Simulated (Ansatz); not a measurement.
## Phonons of Cr3GaN (Pm-3m) against volume

Wanted: mode Grüneisen parameters of Cr3GaN (Pm-3m).

Program: Ansatz 0.2.0. Level of theory: DFT PBEsol, scalar-relativistic, plane waves, PAW; PAW set soft_1. Values are calculated unless marked as measured.

## 1. Set-up

Symmetry: Pm-3m, No. 221, cubic system. Conventional cell: a = 3.776 Å, b = 3.776 Å, c = 3.776 Å, α = 90.00°, β = 90.00°, γ = 90.00°. Nearest to Cr lie 2 N at 1.89 Å. Nearest to Ga lie 12 Cr at 2.67 Å. N has 6 Cr at 1.89 Å nearest. Farther neighbours, and contacts between anions beyond the nearest, are not listed.

## 2. The dispersion

Stability and thermal properties need the whole zone. Linear response on a 2×2×2 q mesh gives force constants as far as a supercell of that size would.

input.yaml reads:

```yaml
crystal:
  lattice:
    - [3.7759371135, 0.0, 0.0]
    - [0.0, 3.7759371135, 0.0]
    - [0.0, 0.0, 3.7759371135]
  atoms:
    - { symbol: Cr, position: [0.5, 0.0, 0.5] }
    - { symbol: Cr, position: [0.0, 0.5, 0.5] }
    - { symbol: Cr, position: [0.5, 0.5, 0.0] }
    - { symbol: Ga, position: [0.0, 0.0, 0.0] }
    - { symbol: "N", position: [0.5, 0.5, 0.5] }
kpoints:
  mp_grid: { grid: [12, 12, 12] }
hamiltonian:
  xc: pbesol
  pseudopotentials: { kind: paw, azcp: { folder: soft_1 }, xc_functional: pbe }
scf:
  occupations: { method: methfessel_paxton, width: 0.2 }
output:
  eigenvalues: true
phonons:
  method: dfpt
  qmesh: [2, 2, 2]
  temperatures: { t_max: 1000, t_step: 50 }
  qpath:
    path:
      - [[0.0, 0.0, 0.0], [0.0, 0.5, 0.0], [0.5, 0.5, 0.0], [0.0, 0.0, 0.0], [0.5, 0.5, 0.5], [0.0, 0.5, 0.0]]
      - [[0.5, 0.5, 0.5], [0.5, 0.5, 0.0]]
    npoints: 10
```

Launch:

```sh
$ ansatz run input.yaml --threads 4 --pin off --max-ram 10240MiB --backend cpu --events-out ev --progress --plain --runs-dir out
```

Log:

```text
Engine: ansatz 0.2.0, aarch64-unknown-linux-gnu
Pseudopotentials: kind: paw
Pseudopotential: Cr, paw, valence charge 14, recommended cutoff 420 eV (normal), soft_1/Cr.paw.azcp
Pseudopotential: Ga, paw, valence charge 13, recommended cutoff 420 eV (normal), soft_1/Ga.paw.azcp
Pseudopotential: N, paw, valence charge 5, recommended cutoff 420 eV (normal), soft_1/N.paw.azcp
Functional definition: PBEsol
  exchange = pbesol_x
  correlation = pbesol_c
Crystal: 5 atoms, lattice volume = 53.836 Å³
Basis set: ecut = 420 eV, 1021 PW (Γ), exchange–correlation on 54×54×54 points (8 copies of the dense FFT grid, shifted against one another)
Bands: 36, of which v1, the nominal top of the filled ones, is band 30 counted from 1 (29 counted from 0)
Symmetry: 48 space group operations
k-points: 84 of 1728
Non-local potential: Cr, projectors of the file, l = 0: 3, l = 1: 2, l = 2: 3, l = 3: 1
Non-local potential: Ga, projectors of the file, l = 0: 2, l = 1: 2, l = 2: 3, l = 3: 1
Non-local potential: N, projectors of the file, l = 0: 2, l = 1: 2, l = 2: 1
PAW form: soft (Blöchl's): semilocal exchange-correlation on the pseudo side does not see the compensation charge
PAW frozen core: Cr, regenerated for the run's functional, and the local potential with it (the file was generated under x = pbe(κ = 0.804, μ = 0.219515), c = pbe(β = 0.066725))
PAW frozen core: Ga, regenerated for the run's functional, and the local potential with it (the file was generated under x = pbe(κ = 0.804, μ = 0.219515), c = pbe(β = 0.066725))
PAW frozen core: N, regenerated for the run's functional, and the local potential with it (the file was generated under x = pbe(κ = 0.804, μ = 0.219515), c = pbe(β = 0.066725))
PAW one-centre angular grid: Cr, 590 points (default); XC on 64 Gauss nodes
PAW one-centre angular grid: Ga, 590 points (default); XC on 64 Gauss nodes
PAW one-centre angular grid: N, 110 points (default); XC on 64 Gauss nodes
Initial density: superposition of atomic densities (chi_scale 0.1, normalization cell, long waves kept (reshape's long-wave potential 0.01 eV rms))
Initial wavefunctions: pseudopotential atomic-orbital guess
Functional: x = pbesol(κ = 0.804, μ = 0.123457), c = pbesol(β = 0.046)
SCF iter   1: F=—  HF=-14175.521537 eV  |F-HF|=—  |Δ(HF+E_count)|=         —  Δρ=2.02e-1  dr2=2.12e1  ethr=3.10e-3  ⟨swp⟩=5.0  Hψ=9738  notcnv=0
preconditioner: auto → Kerker (q_TF=auto, 2.778 Å⁻¹)  [metal: Δε(μ)=0.019 eV  Ē_g=9.783 eV  σ=0.200 eV  W_gap=0.08  n_scr=18 (ndim 8)  ℏωp=30.4 eV  f_vac=0.000  D(μ)=2.95/eV (n_scr^D=26)]
SCF iter   2: F=—  HF=-14171.415724 eV  |F-HF|=—  |Δ(HF+E_count)|=    4.11e0  S|Δr|=    0.00e0  Δρ=4.88e-2  dr2=1.25e0  ethr=3.10e-3  ⟨swp⟩=3.0  Hψ=7113  notcnv=0
SCF iter   3: F=—  HF=-14171.075053 eV  |F-HF|=—  |Δ(HF+E_count)|=   3.41e-1  S|Δr|=    0.00e0  Δρ=2.08e-2  dr2=1.87e-1  ethr=2.08e-3  ⟨swp⟩=2.0  Hψ=4057  notcnv=0
SCF iter   4: F=—  HF=-14171.036521 eV  |F-HF|=—  |Δ(HF+E_count)|=   3.85e-2  S|Δr|=    0.00e0  Δρ=5.17e-3  dr2=7.46e-3  ethr=3.11e-4  ⟨swp⟩=2.1  Hψ=4468  notcnv=0
SCF iter   5: F=—  HF=-14171.038340 eV  |F-HF|=—  |Δ(HF+E_count)|=   1.82e-3  S|Δr|=    0.00e0  Δρ=1.61e-3  dr2=8.79e-4  ethr=1.24e-5  ⟨swp⟩=2.0  Hψ=4669  notcnv=0
SCF iter   6: F=—  HF=-14171.037521 eV  |F-HF|=—  |Δ(HF+E_count)|=   8.19e-4  S|Δr|=    0.00e0  Δρ=5.58e-4  dr2=1.46e-4  ethr=1.46e-6  ⟨swp⟩=2.0  Hψ=4363  notcnv=0
SCF iter   7: F=—  HF=-14171.037452 eV  |F-HF|=—  |Δ(HF+E_count)|=   6.88e-5  S|Δr|=    0.00e0  Δρ=2.21e-4  dr2=3.07e-5  ethr=2.43e-7  ⟨swp⟩=2.0  Hψ=3667  notcnv=0
SCF iter   8: F=—  HF=-14171.037456 eV  |F-HF|=—  |Δ(HF+E_count)|=   3.78e-6  S|Δr|=    0.00e0  Δρ=5.29e-5  dr2=1.24e-6  ethr=5.12e-8  ⟨swp⟩=2.0  Hψ=3811  notcnv=0
SCF iter   9: F=—  HF=-14171.037453 eV  |F-HF|=—  |Δ(HF+E_count)|=   2.57e-6  S|Δr|=    0.00e0  Δρ=1.62e-5  dr2=1.10e-7  ethr=2.07e-9  ⟨swp⟩=2.1  Hψ=4125  notcnv=0
SCF iter  10: F=—  HF=-14171.037453 eV  |F-HF|=—  |Δ(HF+E_count)|=   2.94e-8  S|Δr|=    0.00e0  Δρ=3.71e-6  dr2=5.12e-9  ethr=1.84e-10  ⟨swp⟩=2.3  Hψ=4595  notcnv=0
SCF iter  11: F=—  HF=-14171.037453 eV  |F-HF|=—  |Δ(HF+E_count)|=  4.35e-10  S|Δr|=    0.00e0  Δρ=2.18e-6  dr2=2.30e-9  ethr=8.53e-12  ⟨swp⟩=2.0  Hψ=5307  notcnv=0
SCF iter  12: F=—  HF=-14171.037453 eV  |F-HF|=—  |Δ(HF+E_count)|=  3.06e-10  S|Δr|=    0.00e0  Δρ=4.22e-7  dr2=5.63e-11  ethr=3.83e-12  ⟨swp⟩=2.1  Hψ=4220  notcnv=0
SCF iter  13: F=-14171.037453 eV  HF=-14171.037453 eV  |F-HF|=5.46e-12  |Δ(HF+E_count)|=  1.09e-11  S|Δr|=    0.00e0  Δρ=8.53e-8  dr2=3.33e-12  ethr=1.00e-12  ⟨swp⟩=5.3  Hψ=12747  notcnv=0
the search or the solves at the SCF's close seem to have found levels that the self-consistency loop had missed (the run counts 1). By its estimate they hold under 1e-12 electrons; where the run keeps them, the occupations were computed again with them
SCF 1 converged in 13 iterations: F = -14171.037453 eV  dr2 = 3.33e-12
  greatest PAW one-centre occupation: 1.000 electrons in one spin orbital (limit 2), on the Cr atom at site 2 (counted from 0), in its partial waves of l = 0
Initial density: read from a saved state, or passed on in memory by an earlier SCF of this step, an earlier step, the calling program or the single point that the run made first
iter 1 solved again at ethr=6.22e-8 eV; its pass at ethr=3.10e-3 eV (dr2=3.73e-5 eV) is discarded
SCF iter   1: F=—  HF=-14171.037448 eV  |F-HF|=—  |Δ(HF+E_count)|=         —  Δρ=8.01e-7  dr2=3.63e-10  ethr=6.22e-8  ⟨swp⟩=3.1  Hψ=17538  notcnv=0
eigensolver tolerance schedule: the retry pair's looser diagonalisation over-reported the residual by 102941.34 of it (diagonalisation noise at an unbounded share of the residual, at the tolerance the schedule requests for it); recorded, not acted on — ethr = c·dr2/N_el stays at c = 1.0e-1
preconditioner: auto → Kerker (q_TF=auto, 2.778 Å⁻¹)  [metal: Δε(μ)=0.012 eV  Ē_g=8.516 eV  σ=0.200 eV  W_gap=0.05  n_scr=18 (ndim 8)  ℏωp=30.4 eV  f_vac=0.000  D(μ)=5.06/eV (n_scr^D=80)]
SCF iter   2: F=—  HF=-14171.037453 eV  |F-HF|=—  |Δ(HF+E_count)|=   4.98e-6  S|Δr|=    0.00e0  Δρ=6.48e-7  dr2=2.05e-10  ethr=1.00e-12  ⟨swp⟩=3.0  Hψ=7807  notcnv=0
SCF iter   3: F=—  HF=-14171.037453 eV  |F-HF|=—  |Δ(HF+E_count)|=  3.09e-11  S|Δr|=    0.00e0  Δρ=3.40e-7  dr2=5.77e-11  ethr=1.00e-12  ⟨swp⟩=1.0  Hψ=3024  notcnv=0
SCF iter   4: F=-14171.037453 eV  HF=-14171.037453 eV  |F-HF|=1.09e-11  |Δ(HF+E_count)|=  1.46e-11  S|Δr|=    0.00e0  Δρ=1.28e-7  dr2=8.87e-12  ethr=1.00e-12  ⟨swp⟩=2.0  Hψ=6996  notcnv=0
SCF 2 converged in 4 iterations: F = -14171.037453 eV  dr2 = 8.87e-12
phonons: the bands overlap, so this run is a metal and interpolates without the dipole-dipole term. If the crystal is really an insulator or semiconductor, its LO-TO splitting is missing
NSCF: frozen V_eff on 84 k-points
NSCF: frozen V_eff on 343 k-points
DFPT response loops at q = (0, 0, 0) (fractional): preconditioner auto → Kerker (q_TF=auto, 2.778 Å⁻¹) (partly filled bands, converged f_vac=0.000); β = 1.00, the filter's whole step (`scf.mixing.beta` (0.50) is not read by the response loops under this deck's `scf.mixing.preconditioner`; to damp them name `kerker` or `kerker_dos`, under which they read `scf.mixing.beta`, and type it under 1.00, their step now; both keys bind the ground state too); Broyden in place of MSR1
NSCF: frozen V_eff on 686 k-points
DFPT response loops at q = (0, 0, -0.5) (fractional): mixed as the last ones told, above
NSCF: frozen V_eff on 686 k-points
DFPT response loops at q = (0, -0.5, -0.5) (fractional): mixed as the last ones told, above
NSCF: frozen V_eff on 686 k-points
DFPT response loops at q = (-0.5, -0.5, -0.5) (fractional): mixed as the last ones told, above
SCF converged after 13 iterations
Stability not checked: this state was not tested for a lower state beside it, because cold or Methfessel-Paxton smearing, or corrected tetrahedra, fill the levels in a way that the test cannot read (fill_not_monotonic; see scf.lower_state_search)
Free energy (F): -14171.037453 eV
Harris-Foulkes:  -14171.037453 eV  (|F-HF|=5.46e-12)
Internal energy: -14171.035473 eV  (E = F + TS)
E sigma→0 (E₀):  -14171.036958 eV
Entropy (-TS):   -0.001980 eV (-0.396 meV/atom)
Fermi energy:    17.569455 eV
--- Per-component energies (eV) ---
  E_band       = -414.152808
  E_kinetic    = 1160.529502
  E_local      = -4691.800820  (includes V_loc(G=0)·N_el)
  E_nonlocal   = 76.164010
  E_hartree    = 2428.306737
  E_xc         = -470.999941
  E_vxc        = -577.677425  (∫ρ·V_xc dr)
  E_paw        = -5649.194694  (= ΣΔE_a)
  E_vpaw       = -1237.984298  (= ΣTr[D̂ρ^β])
  E_aug_tail   = 0.002685  (compensation charges beyond the density's cutoff)
  E_ewald      = -7025.414031
  E_core_change = 1.371077  (= ΣΔE_core)
  E_smearing   = -0.001980  (= −TS)
  E_closure    = -0.000000  (closes the sum)
  Σ components = -14171.037453   (vs F -14171.037453, Δ=0.00e0)
--- Band table (eV; the first three rows and the last of 84) ---
  k-point 0: bands = [... 26 lower, 14.8094, 17.6896, 17.6896, 17.6896, 18.0867, 18.0867, 19.3328, 19.5109, ... 2 higher]
  k-point 1: bands = [... 26 lower, 14.8700, 17.6140, 17.6140, 17.6589, 17.9284, 18.0876, 19.2818, 19.4192, ... 2 higher]
  k-point 2: bands = [... 26 lower, 15.0463, 17.4903, 17.4903, 17.5427, 17.5733, 18.0888, 19.1319, 19.3232, ... 2 higher]
  k-point 83: bands = [... 26 lower, 16.3443, 16.3443, 16.5574, 16.5574, 16.5574, 18.1604, 18.1604, 19.2710, ... 2 higher]
--- Phonons (Γ-DFPT): 4 representative perturbations + reference (Σ response iterations 12) ---
  ASR residual: 8.079e-5 → 0.000e0 eV/Å²; symmetrization residual: 2.575e-6 eV/Å²
  ASR residual per site (eV/Å²): 2.07e-5 2.07e-5 2.07e-5 8.08e-5 6.29e-6
  Γ frequencies (cm⁻¹): 0.00 0.00 0.00 104.39 104.39 104.39 148.22 148.22 148.22 217.16 217.16 217.16 679.46 679.46 679.46
--- Phonons (arbitrary-q DFPT): 4 irreducible q on the 2×2×2 mesh ---
  q = [0.0000, 0.0000, 0.0000] (star 1, of the zone-centre solve; hermiticity 2.36e-7, symmetrization 1.86e-12): -0.00 -0.00 0.00 104.39 104.39 104.39 148.22 148.22 148.22 217.16 217.16 217.16 679.46 679.46 679.46
  q = [0.0000, 0.0000, -0.5000] (star 3, 9 solved perturbations in 2646 linear systems a pass and spin channel, the states on 343 of 1728 k-point pairs; hermiticity 2.15e-7, symmetrization 1.69e-12): 113.68 113.68 143.99 143.99 165.81 165.81 186.22 203.47 219.68 220.65 220.65 377.38 698.98 698.98 735.75
  q = [0.0000, -0.5000, -0.5000] (star 3, 9 solved perturbations in 2646 linear systems a pass and spin channel, the states on 343 of 1728 k-point pairs; hermiticity 2.10e-7, symmetrization 2.18e-13): 133.94 165.67 165.67 177.48 179.50 190.33 190.33 235.49 238.54 238.54 317.03 366.57 715.38 742.88 742.88
  q = [-0.5000, -0.5000, -0.5000] (star 1, 4 solved perturbations in 931 linear systems a pass and spin channel, the states on 343 of 1728 k-point pairs; hermiticity 3.78e-8, symmetrization 1.33e-12): 145.71 145.71 145.71 167.98 167.98 167.98 263.10 263.10 263.10 273.97 273.97 389.83 747.37 747.37 747.37
  sum rule: each row above includes the acoustic sum rule's correction from the zone centre's row sums; it moved no ω² by more than (0.56 cm⁻¹)²
  mesh force constants: q→R imaginary residual 3.44e-18; ASR residual 8.079e-5 → 0.000e0 eV/Å²; symmetrization residual 2.487e-14 eV/Å²
  interpolated dispersion: 62 rows × 15 modes
  density of states and harmonic sums: on the 16×16×16 q-mesh, interpolated from the force constants of a 2×2×2 supercell (no non-analytic term)
  largest difference from the sums on the solved wave vectors: F 3.60e-2 eV, S 6.82e-5 and C_V 3.22e-5 eV/K
  zero-point energy: 0.283254 eV/cell   skipped modes (ω ≤ 0): 3   left out of the sums: 4.88e-5 of the cell's modes: C_V's classical limit lies that fraction below 3 k_B per atom; for a crystal, a wire or a layer, F and S can be off by more, and a phonons.interpolated_qmesh denser along its periods is the remedy for the sampling
```

Run time: 9.8 min. Hardware: 4 threads of Arm Neoverse V1, shared host; peak memory 2.2 GiB; 38 min of CPU time.

In the SCF lines HF is the Harris–Foulkes energy and dr2 the Hartree energy of the density residual, in eV; the loop may stop once dr2 is under the threshold and the program's other checks hold. Hψ counts applications of the Hamiltonian.

This run has no spin polarisation, although Cr can carry a moment.

This step gave:

```
volume per atom                                            : 10.77 Å³
gap on the k-mesh                                          : 0 eV
sum-rule residual before enforcement                       : 8.08e-5 eV/Å²
lowest frequency on the path                               : 0 cm⁻¹
point group                                                : m-3m
highest frequency on path, mesh or solved points           : 747.4 cm⁻¹
mean frequency                                             : 304.6 cm⁻¹
Debye temperature (second moment)                          : 692 K
logarithmic mean frequency                                 : 249.9 cm⁻¹
highest optical mode at the zone centre (no LO-TO term)    : 679.5 cm⁻¹
lowest optical zone-centre mode                            : 104.4 cm⁻¹
lowest mode on the q mesh (acoustic modes at Γ apart)      : 104.4 cm⁻¹
zero-point energy per atom                                 : 56.65 meV
heat capacity at 300 K                                     : 20.39 J/(mol atoms K)
vibrational entropy at 300 K                               : 23.16 J/(mol atoms K)
edges of the widest gap between branches, on path and mesh : 389.8, 679.5 cm⁻¹
```

Frequencies (cm⁻¹) solved at each irreducible wavevector; negative means imaginary. Frequencies by wavevector, by row:

| q in reciprocal lattice units | star | mode 1 | mode 2 | mode 3 | mode 4 | mode 13 | mode 14 | mode 15 |
| --- | --- | --- | --- | --- | --- | --- | --- | --- |
| 0 0 0 | 1 | 0 | 0 | 0 | 104.4 | 679.5 | 679.5 | 679.5 |
| 0 0 -0.5 | 3 | 113.7 | 113.7 | 144 | 144 | 699 | 699 | 735.8 |
| 0 -0.5 -0.5 | 3 | 133.9 | 165.7 | 165.7 | 177.5 | 715.4 | 742.9 | 742.9 |
| -0.5 -0.5 -0.5 | 1 | 145.7 | 145.7 | 145.7 | 168 | 747.4 | 747.4 | 747.4 |

Symmetry leaves 4 wavevectors to solve. The lowest mode among them, the acoustic zeros apart, lies at Γ and is real, 104 cm⁻¹.

## 3. Relaxing at another volume, volume ratio 0.97

The volume is scaled by 0.97 and held; symmetry leaves nothing to relax, so this is a single point. The modes can then be followed against volume.

input.yaml, the sections that differ from step 2:

```yaml
crystal:
  lattice:
    - [3.7377937267, 0.0, 0.0]
    - [0.0, 3.7377937267, 0.0]
    - [0.0, 0.0, 3.7377937267]
  atoms:
    - { symbol: Cr, position: [0.5, 0.0, 0.5] }
    - { symbol: Cr, position: [0.0, 0.5, 0.5] }
    - { symbol: Cr, position: [0.5, 0.5, 0.0] }
    - { symbol: Ga, position: [0.0, 0.0, 0.0] }
    - { symbol: "N", position: [0.5, 0.5, 0.5] }
output:
  forces: true
  stress: true
  eigenvalues: true
  write_density: true
  write_potential: true
  elf: true
  volumetric_format: npy
# kpoints, hamiltonian, scf: as in step 2
# phonons: removed
```

Log:

```text
[...]
Crystal: 5 atoms, lattice volume = 52.221 Å³
Basis set: ecut = 420 eV, 1021 PW (Γ), exchange–correlation on 50×50×50 points (8 copies of the dense FFT grid, shifted against one another)
Bands: 36, of which v1, the nominal top of the filled ones, is band 30 counted from 1 (29 counted from 0)
Symmetry: 48 space group operations
[...]
k-points: 84 of 1728
[...]
k-point 0: bands = [... 26 lower, 15.3421, 18.3353, 18.3353, 18.3353, 18.7449, 18.7449, 20.0534, 20.2367, ... 2 higher]
  k-point 1: bands = [... 26 lower, 15.4048, 18.2551, 18.2551, 18.3030, 18.5792, 18.7459, 19.9998, 20.1335, ... 2 higher]
  k-point 2: bands = [... 26 lower, 15.5869, 18.1245, 18.1245, 18.1822, 18.2131, 18.7471, 19.8423, 20.0372, ... 2 higher]
  k-point 83: bands = [... 26 lower, 16.9408, 16.9408, 17.1483, 17.1483, 17.1483, 18.8277, 18.8277, 19.9864, ... 2 higher]
[key lines of the parts left out:]
SCF converged after 10 iterations
Free energy (F): -14170.995850 eV
Fermi energy:    18.206412 eV
P = ⅓ Tr σ = 8.4904 GPa (84.904 kbar)
```

Elapsed: 4.1 s, on 4 threads; peak memory 0.45 GiB.

Numbers from this step:

| Item | Value |
| --- | --- |
| pressure | 8.490 GPa |
| volume per atom | 10.44 Å³ |

ELF in the ac plane at fractional y = 0.500, with atoms of Cr and N within 0.2 Å of it. It is the smooth field of the valence electrons, not physical close to the nuclei.

Values, 14 rows by 14 columns, each cell a mean:
```
0.30 0.31 0.28 0.20 0.32 0.55 0.77 0.83 0.71 0.49 0.27 0.21 0.29 0.31
0.27 0.30 0.32 0.23 0.23 0.37 0.52 0.57 0.48 0.32 0.21 0.26 0.32 0.29
0.20 0.22 0.28 0.27 0.19 0.19 0.24 0.27 0.23 0.18 0.20 0.29 0.26 0.21
0.30 0.26 0.20 0.22 0.30 0.37 0.42 0.44 0.41 0.35 0.28 0.20 0.21 0.27
0.54 0.46 0.28 0.19 0.42 0.67 0.74 0.74 0.73 0.63 0.35 0.18 0.32 0.49
0.78 0.68 0.41 0.22 0.51 0.75 0.58 0.47 0.65 0.73 0.41 0.23 0.48 0.71
0.89 0.78 0.49 0.24 0.54 0.72 0.33 0.13 0.47 0.74 0.44 0.27 0.57 0.83
0.84 0.73 0.45 0.23 0.52 0.74 0.49 0.33 0.58 0.74 0.42 0.24 0.52 0.77
0.61 0.52 0.31 0.19 0.45 0.72 0.74 0.72 0.75 0.67 0.37 0.19 0.37 0.55
0.35 0.30 0.21 0.21 0.32 0.45 0.52 0.54 0.51 0.42 0.30 0.19 0.23 0.32
0.20 0.21 0.24 0.26 0.21 0.19 0.23 0.24 0.22 0.19 0.22 0.27 0.23 0.20
0.25 0.29 0.32 0.24 0.21 0.31 0.45 0.49 0.41 0.28 0.20 0.28 0.32 0.28
0.30 0.31 0.29 0.21 0.30 0.52 0.73 0.78 0.68 0.46 0.26 0.22 0.30 0.31
0.31 0.30 0.25 0.20 0.35 0.61 0.84 0.89 0.78 0.54 0.30 0.20 0.27 0.30
```
Columns run along a (3.7 Å), rows up along c (3.7 Å). Atoms in or near the plane, at fractional coordinates: Cr at (0.00, 0.50), Cr at (0.50, 0.00), N at (0.50, 0.50).

Electrostatic potential energy in the ac plane at fractional y = 0.500, with atoms of Cr and N within 0.2 Å of it. With pseudopotentials it is smooth inside the atoms' cores, unlike the true potential.

Ten even steps from '0' (-33 eV) to '9' (20 eV), each cell a mean:
```
99985334336999
99987433347999
89998654578999
56789877789876
33588754588743
43367410257533
54357300047434
43367400157533
33478643478643
55789877789875
88998765688988
99997433357999
99985334336999
99985345435899
```
Columns run along a (3.7 Å; values clipped at the 3rd and 97th percentile), rows up along c (3.7 Å). Atoms in or near the plane, at fractional coordinates: Cr at (0.00, 0.50), Cr at (0.50, 0.00), N at (0.50, 0.50).

Valence density in the ac plane at fractional y = 0.500, with atoms of Cr and N within 0.2 Å of it. It is the smooth field of the valence electrons, not physical close to the nuclei.

Values in e/Å³, 14 rows by 14 columns, each cell a mean:
```
 0  0  0  0  1  5 12 15 10  3  1  0  0  0
 0  0  0  0  1  2  5  6  4  2  1  0  0  0
 0  0  0  0  0  1  1  2  1  1  0  0  0  0
 1  1  0  0  0  1  1  1  1  1  0  0  1  1
 4  3  1  1  1  1  2  2  1  1  1  1  2  3
13  8  3  1  1  2  3  3  3  1  1  1  4 10
20 13  5  1  1  2  3  4  3  2  1  2  6 15
16 10  4  1  1  2  3  3  3  2  1  1  5 12
 6  4  2  1  1  1  2  2  2  1  1  1  2  5
 1  1  1  0  0  1  1  1  1  1  0  0  1  1
 0  0  0  0  0  1  1  1  1  1  0  0  0  0
 0  0  0  0  1  2  4  5  3  1  0  0  0  0
 0  0  0  0  1  4 10 13  8  3  1  0  0  0
 0  0  0  0  1  6 16 20 13  4  1  0  0  0
```
Columns run along a (3.7 Å), rows up along c (3.7 Å). Atoms in or near the plane, at fractional coordinates: Cr at (0.00, 0.50), Cr at (0.50, 0.00), N at (0.50, 0.50).

(Part 1 of 2 ends here.)

[Long decimals in the printed logs are rounded to 6 places.]

[Logs are printed without paths, hosts, clocks, repeated set-up lines and the standing remarks that a program may print on its own settings, such as how far it seeks lower states.]

[Hosts, paths, dates, database ids (printed as entryN), source tags and the programs' standing remarks are cut or masked in the printed files.]

[Where the starting crystal was built by hand or by swapping elements, it need not be the compound's stable phase.]
